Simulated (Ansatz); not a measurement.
# Phonon transport in C (Diamond, Fd-3m), part 2 of 3

How well does the lattice of C (Diamond) conduct heat?

What experiment has found for this phase:
- thermal conductivity 2200 W/m/K near room temperature (given in “Predicting the lattice thermal conductivity of solids by solving the Boltzmann transport equation: AFLOW - AAPL an automated, accurate and efficient framework”, 2017, arXiv:1611.05481)

Ansatz 0.2.0; DFT LDA, scalar-relativistic, plane waves, PAW; PAW set soft_1.

So far. Step 2 (Probe on a coarse mesh): The start is under -13 GPa at this level and looks like an insulator or semiconductor on this mesh. Step 5 (Relaxing to small residual forces and stress): The residual pressure is -0.0090 GPa, small enough for phonons. The relaxed cell has a = 3.531 Å (conventional setting).

## (7) A cheap rung

A small supercell and a short cutoff cost little, and show how far such settings carry.

File input.yaml:

```yaml
crystal:
  lattice:
    - [0.0, 1.7657338789, 1.7657338789]
    - [1.7657338789, 0.0, 1.7657338789]
    - [1.7657338789, 1.7657338789, 0.0]
  atoms:
    - { symbol: C, position: [0.0, 0.0, 0.0] }
    - { symbol: C, position: [0.25, 0.25, 0.25] }
kpoints:
  mp_grid: { grid: [12, 12, 12] }
hamiltonian:
  xc: lda
  pseudopotentials: { kind: paw, azcp: { folder: soft_1 }, xc_functional: pbe }
scf:
  occupations: { method: fixed }
  lower_state_search: "off"
output:
  eigenvalues: true
phonons:
  method: fd
  dielectric: false
  qmesh: [6, 6, 6]
  temperatures: { t_max: 1000, t_step: 50 }
  qpath:
    path:
      - [[0.0, 0.0, 0.0], [0.5, 0.0, 0.5], [0.5, 0.25, 0.75], [0.375, 0.375, 0.75], [0.0, 0.0, 0.0], [0.5, 0.5, 0.5], [0.625, 0.25, 0.625], [0.5, 0.25, 0.75], [0.5, 0.5, 0.5], [0.375, 0.375, 0.75]]
      - [[0.625, 0.25, 0.625], [0.5, 0.0, 0.5]]
    npoints: 10
  third_order: { supercell: [3, 3, 3], pair_cutoff: 3.078 }
  lattice_thermal_conductivity:
    qmesh: [17, 17, 17]
    temperatures: [50.0, 100.0, 150.0, 200.0, 300.0, 400.0, 500.0, 600.0, 800.0, 1000.0]
    isotope_mass_variance: [{ species: C, variance: 7.387e-05 }]
```

The run is started by

```console
$ ansatz run input.yaml --threads 18 --pin off --max-ram 92160MiB --backend cuda --events-out ev --progress --plain --runs-dir out
```

Numbers of over 12 decimals in the logs are rounded to 6 here.

Output:

```text
[...]
Crystal: 12 atoms, lattice volume = 66.063 Å³
Basis set: ecut = 420 eV, 1273 PW (Γ), FFT grids on a1, a1+a2, 2a1+a3
Bands: 36, of which v1, the nominal top of the filled ones, is band 24 counted from 1 (23 counted from 0)
Symmetry: 24 space group operations
k-points: 94 of 288
[...]
SCF iter   1: F=—  HF=-2915.942855 eV  |F-HF|=—  |Δ(HF+E_count)|=         —  Δρ=9.06e-8  dr2=1.57e-12  ethr=1.30e-12  ⟨swp⟩=3.0  Hψ=9368  notcnv=0
[...]
SCF iter   2: F=-2915.942855 eV  HF=-2915.942855 eV  |F-HF|=4.55e-13  |Δ(HF+E_count)|=  1.36e-12  Δρ=4.13e-8  dr2=3.05e-13  ethr=1.00e-12  ⟨swp⟩=2.3  Hψ=6057  notcnv=0
SCF 1 converged in 2 iterations: F = -2915.942855 eV  dr2 = 3.05e-13
[...]
Symmetry: 1 space group operations
k-points: 148 of 288 (time reversal used)
[...]
SCF iter   2: F=—  HF=-2915.942811 eV  |F-HF|=—  |Δ(HF+E_count)|=   1.32e-5  Δρ=1.16e-4  dr2=5.48e-6  ethr=8.88e-8  ⟨swp⟩=2.0  Hψ=7269  notcnv=0  defer=742
[...]
SCF iter   8: F=-2915.942711 eV  HF=-2915.942711 eV  |F-HF|=4.55e-13  |Δ(HF+E_count)|=    0.00e0  Δρ=4.66e-8  dr2=1.22e-12  ethr=1.00e-12  ⟨swp⟩=5.9  Hψ=18724  notcnv=0
SCF 2 converged in 8 iterations: F = -2915.942711 eV  dr2 = 1.22e-12
[...]
SCF iter   4: F=-2915.942711 eV  HF=-2915.942711 eV  |F-HF|=1.36e-12  |Δ(HF+E_count)|=  2.27e-12  Δρ=7.66e-8  dr2=2.45e-12  ethr=1.00e-12  ⟨swp⟩=5.0  Hψ=21084  notcnv=0
SCF 3 converged in 4 iterations: F = -2915.942711 eV  dr2 = 2.45e-12
[...]
SCF iter   8: F=-2915.942710 eV  HF=-2915.942710 eV  |F-HF|=4.55e-13  |Δ(HF+E_count)|=  1.36e-12  Δρ=4.42e-8  dr2=9.14e-13  ethr=1.00e-12  ⟨swp⟩=5.8  Hψ=11860  notcnv=0
SCF 4 converged in 8 iterations: F = -2915.942710 eV  dr2 = 9.14e-13
[...]
SCF iter   3: F=—  HF=-13121.700187 eV  |F-HF|=—  |Δ(HF+E_count)|=   1.62e-3  Δρ=1.49e-4  dr2=3.45e-5  ethr=1.02e-6  ⟨swp⟩=2.0  Hψ=7432  notcnv=0  defer=1752
[...]
SCF 117 converged in 7 iterations: F = -13121.701569 eV  dr2 = 2.96e-10
SCF converged after 2 iterations
[...]
q = [0.0000, 0.0000, 0.0000] (star 1, supercell 1; hermiticity 1.52e-16, symmetrization 7.00e-8): -0.00 0.00 0.00 1322.59 1322.59 1322.59
[...]
joined force constants: q→R imaginary residual 2.58e-19
  density of states and harmonic sums: on the 30×30×30 q-mesh, interpolated from the force constants of a 6×6×6 supercell (no non-analytic term)
  largest difference from the sums on the solved wave vectors: F 2.06e-3 eV, S 3.25e-6 and C_V 1.19e-6 eV/K
  zero-point energy: 0.367389 eV/cell   skipped modes (ω ≤ 0): 3   left out of the sums: 1.85e-5 of the cell's modes: C_V's classical limit lies that fraction below 3 k_B per atom; for a crystal, a wire or a layer, F and S can be off by more, and a phonons.interpolated_qmesh denser along its periods is the remedy for the sampling
--- Third-order force constants: 74 member SCFs in a 3×3×3 supercell (pair cutoff 3.078 Å, amplitude 0.03 Å, SCF threshold 1.00e-9 eV, Σ member SCF iterations 518) ---
  symmetry images taken by strict's conditions (phonons.symmetry_images: auto; settled by the asymmetry read); asymmetry of the core-correction force 1.9e-7 eV/Å at the most on a site, 8.9e-6 eV/Å summed over every site of the supercell
  sum-rule residual: 5.974e-1 → 9.865e-14 eV/Å³; symmetrization residual: 1.228e-1 eV/Å³; largest sum-rule correction relative to its orbit: 1.300e-1, on the orbit of the block of home site 0 with site 1 of cell (-1, -1, 0) and site 1 of cell (-1, -1, 0), whose norm before the correction was 1.066e0 eV/Å³
--- Lattice thermal conductivity: 17×17×17 mesh (165 irreducible points), tetrahedron method ---
  three-phonon and isotope scattering only; four-phonon, boundary and, in a metal, phonon-electron scattering are left out
  each conductivity is what the modes' populations carry and what the coherences between them add
  conductivity (a third of the tensor's trace), W/(m K), in the relaxation-time approximation and from the full solution:
       T (K)   relaxation time   full solution  iterations             ending  least Ritz value
       50.00        44292.8272      47135.9464           5          converged          7.571e-1
      100.00        21996.3843      25559.5601           7          converged          5.843e-1
      150.00         9679.1627      11499.6710           8          converged          5.314e-1
      200.00         4806.7088       5742.9783           8          converged          5.253e-1
      300.00         2194.6000       2657.0729           8          converged          5.182e-1
      400.00         1509.0982       1837.7187           8          converged          5.046e-1
      500.00         1195.2666       1453.6354           8          converged          4.912e-1
      600.00         1005.5887       1218.9371           9          converged          4.794e-1
      800.00          774.9773        933.8086           9          converged          4.606e-1
     1000.00          634.2712        761.4019           9          converged          4.467e-1
```

It took 67 s on 1 × NVIDIA GB200 with 18 threads of Arm Neoverse V2, shared host; peak memory 1.5 GiB.

Numbers from this step:

| Quantity | Value |
| --- | --- |
| Γ frequencies | 0, 0, 0, 1323, 1323, 1323 cm⁻¹ (negative: imaginary) |
| lowest frequency on the path | 0 cm⁻¹ |
| zero-point energy | 0.3674 eV/cell |
| point group | m-3m |
| highest frequency | 1343 cm⁻¹ |
| Debye temperature from the second moment | 1903 K |
| κ at 300 K (relaxation time) | 2195 W/m/K |
| κ at 300 K (full solution) | 2657 W/m/K |
| dipole term | none |
| mean free path at half of κ | 657 nm |
| share of κ above the three lowest branches | 0.006 |
| third-order blocks | 842 |
| periodic aliases dropped | 168 |
| largest relative sum-rule correction | 0.1300 |
| displaced cells, third order | 74 |

W/m/K. Kappa, by row:

| T (K) | RTA xx | RTA yy | RTA zz | full xx | full yy | full zz | coherence part xx | coherence part yy | coherence part zz | ending | iterations | least Ritz value |
| --- | --- | --- | --- | --- | --- | --- | --- | --- | --- | --- | --- | --- |
| 50 | 44290 | 44290 | 44290 | 47140 | 47140 | 47140 | 2.92e-6 | 2.92e-6 | 2.92e-6 | converged | 5 | 0.757 |
| 100 | 22000 | 22000 | 22000 | 25560 | 25560 | 25560 | 1.16e-4 | 1.16e-4 | 1.16e-4 | converged | 7 | 0.584 |
| 150 | 9679 | 9679 | 9679 | 11500 | 11500 | 11500 | 0.001368 | 0.001368 | 0.001368 | converged | 8 | 0.531 |
| 200 | 4807 | 4807 | 4807 | 5743 | 5743 | 5743 | 0.007293 | 0.007293 | 0.007293 | converged | 8 | 0.525 |
| 300 | 2195 | 2195 | 2195 | 2657 | 2657 | 2657 | 0.04212 | 0.04212 | 0.04212 | converged | 8 | 0.518 |
| 400 | 1509 | 1509 | 1509 | 1838 | 1838 | 1838 | 0.09825 | 0.09825 | 0.09825 | converged | 8 | 0.505 |
| 500 | 1195 | 1195 | 1195 | 1454 | 1454 | 1454 | 0.1589 | 0.1589 | 0.1589 | converged | 8 | 0.491 |
| 600 | 1006 | 1006 | 1006 | 1219 | 1219 | 1219 | 0.2153 | 0.2153 | 0.2153 | converged | 9 | 0.479 |
| 800 | 775 | 775 | 775 | 933.8 | 933.8 | 933.8 | 0.3077 | 0.3077 | 0.3077 | converged | 9 | 0.461 |
| 1000 | 634.3 | 634.3 | 634.3 | 761.4 | 761.4 | 761.4 | 0.3782 | 0.3782 | 0.3782 | converged | 9 | 0.447 |

This rung gives 2195 W/(m K) at 300 K by relaxation time, but with 54 atoms, 3 neighbour distances inside the cutoff and a 17×17×17 mesh it is a test, not the conductivity of the crystal.

[end of part 2 of 3]

[Logs are printed without paths, hosts, clocks, repeated set-up lines and the standing remarks that a program may print on its own settings, such as how far it seeks lower states.]

[Hosts, paths, dates, database ids (printed as entryN), source tags and the programs' standing remarks are cut or masked in the printed files.]

[A step with changed settings may run another functional than the one named; its input shows which.]
